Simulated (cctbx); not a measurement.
# Mg3FeS4: as given, inverted or twinned?

Space group P-43m (no. 215), a = 5.4370 Å, b = 5.4370 Å, c = 5.4370 Å, α = 90.00°, β = 90.00°, γ = 90.00°.

| atom | mult. | x | y | z | Ueq (Å²) |
| --- | --- | --- | --- | --- | --- |
| Fe1 | 1 | 0 | 0 | 0 | 0.0110 |
| S1 | 4 | 0.2492 | 0.2492 | 0.2492 | 0.0166 |
| Mg1 | 3 | 0 | 1/2 | 1/2 | 0.0115 |

The model was made for the exercise: a known structure type with other elements put in, its volume estimated, not relaxed; displacement parameters are assumed.

Data sets are simulated with cctbx and refined with Bijvoet mates kept apart; Flack x is then fitted as the share of an inverted twin with the atoms fixed, Hooft y from the Bijvoet differences. The group is acentric but holds improper operations, so there is an absolute structure (orientation) and no hand.

Untwinned crystal. What Flack and Hooft values should come out?

| λ (Å) | extinction (unmodelled) | d min (Å) | top counts | error (%) | model | R1 | Flack x | s.u. | Hooft y | s.u. | pairs |
| --- | --- | --- | --- | --- | --- | --- | --- | --- | --- | --- | --- |
| 0.71073 | 0 | 0.77 | 40000 | 6 | as given | 0.0094 | 0.03 | 0.14 | -0.045 | 0.124 | 33 |
| 0.71073 | 0 | 0.77 | 40000 | 6 | inverted | 0.0142 | 0.97 | 0.14 | 1.047 | 0.125 | 33 |
| 1.54184 | 0 | 0.83 | 70000 | 2 | as given | 0.0034 | 0.01 | 0.03 | 0.017 | 0.014 | 27 |

With Mo Kα, the s.u. is too large to fix the absolute structure. With Cu Kα, x is within 3 s.u. of 0, so the absolute structure is right. Inverting the model turns x into about 1 − x.
